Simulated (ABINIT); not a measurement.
Entries from a set of simulations; values are calculated unless marked as measured.

```
! title: Quasiparticle gap of ZrSe3 (P2_1/m) in ABINIT
! method: RPA screening on LDA, plane waves, norm-conserving pseudopotentials (and 2 further levels or steps)
! program: ABINIT 10.8.3
! settings: cutoff 48 Ha, PseudoDojo scalar-relativistic 0.4.1 stringent, norm-conserving, potential set dojo-sr-lda-0.4.1-stringent, ngkpt (2, 4, 1), nband 209, ecuteps 3.9 Ha, inclvkb 2, shiftk (0, 0, 0), symchi 1, awtr 1, frequency ppm, 2×4×1 k-mesh
! notes: The program’s warnings: nproc spkpt=  >= nkpt= * nsppol=. The cell and positions come from the Crystallography Open Database and are kept as given unless a step says otherwise. Limits: no spin-orbit coupling. The 2×4×1 mesh is coarse for this cell, which bears on the long-range parts of exchange and screening.
! LDA gap: 0.29 eV, indirect
! G0W0 gap on the mesh: 0.79 eV
! GW settings: 2×4×1 mesh, 209 bands, screening to 106.1 eV, Godby-Needs plasmon pole
! known limits: short of the basis limit; no spin-orbit coupling; coarse k mesh
CELL_PARAMETERS angstrom
5.41090 0.00000 0.00000
0.00000 3.74880 0.00000
-1.22942 0.00000 9.36363
ATOMIC_POSITIONS crystal
Zr 0.28500 0.25000 0.65600
Zr 0.71500 0.75000 0.34400
Se 0.76200 0.25000 0.55400
Se 0.23800 0.75000 0.44600
Se 0.45600 0.25000 0.17400
Se 0.54400 0.75000 0.82600
Se 0.88800 0.25000 0.16900
Se 0.11200 0.75000 0.83100
```

[Long decimals in the printed logs are rounded to 6 places.]

[Logs are printed without paths, hosts, clocks, repeated set-up lines and the standing remarks that a program may print on its own settings, such as how far it seeks lower states.]

[Paths, hosts, dates, memory and timing lines, banners, echoed tables and standing remarks are left out of the program output; an Ansatz launch command may be rebuilt from the run's recorded settings. Measured values are a selection of at most five: reports struck by readers or far from the other reports are left out. None is set beside runs whose start may be inverted or whose files or cutoffs have a known fault.]

[Runs of the session that timed out or met a known fault of the program may be left out.]

[Hosts, paths, dates, database ids (printed as entryN), source tags and the programs' standing remarks are cut or masked in the printed files.]

[G0W0 gaps are taken among the corrected bands and points alone; a level outside them can change the order at an edge.]

[Where Ansatz stands beside ABINIT at settings called matched, ABINIT's density can come from a denser mesh and the files from another edition; pairs whose starting gaps differed by over 0.03 eV were left out, so agreement reads better than it is.]
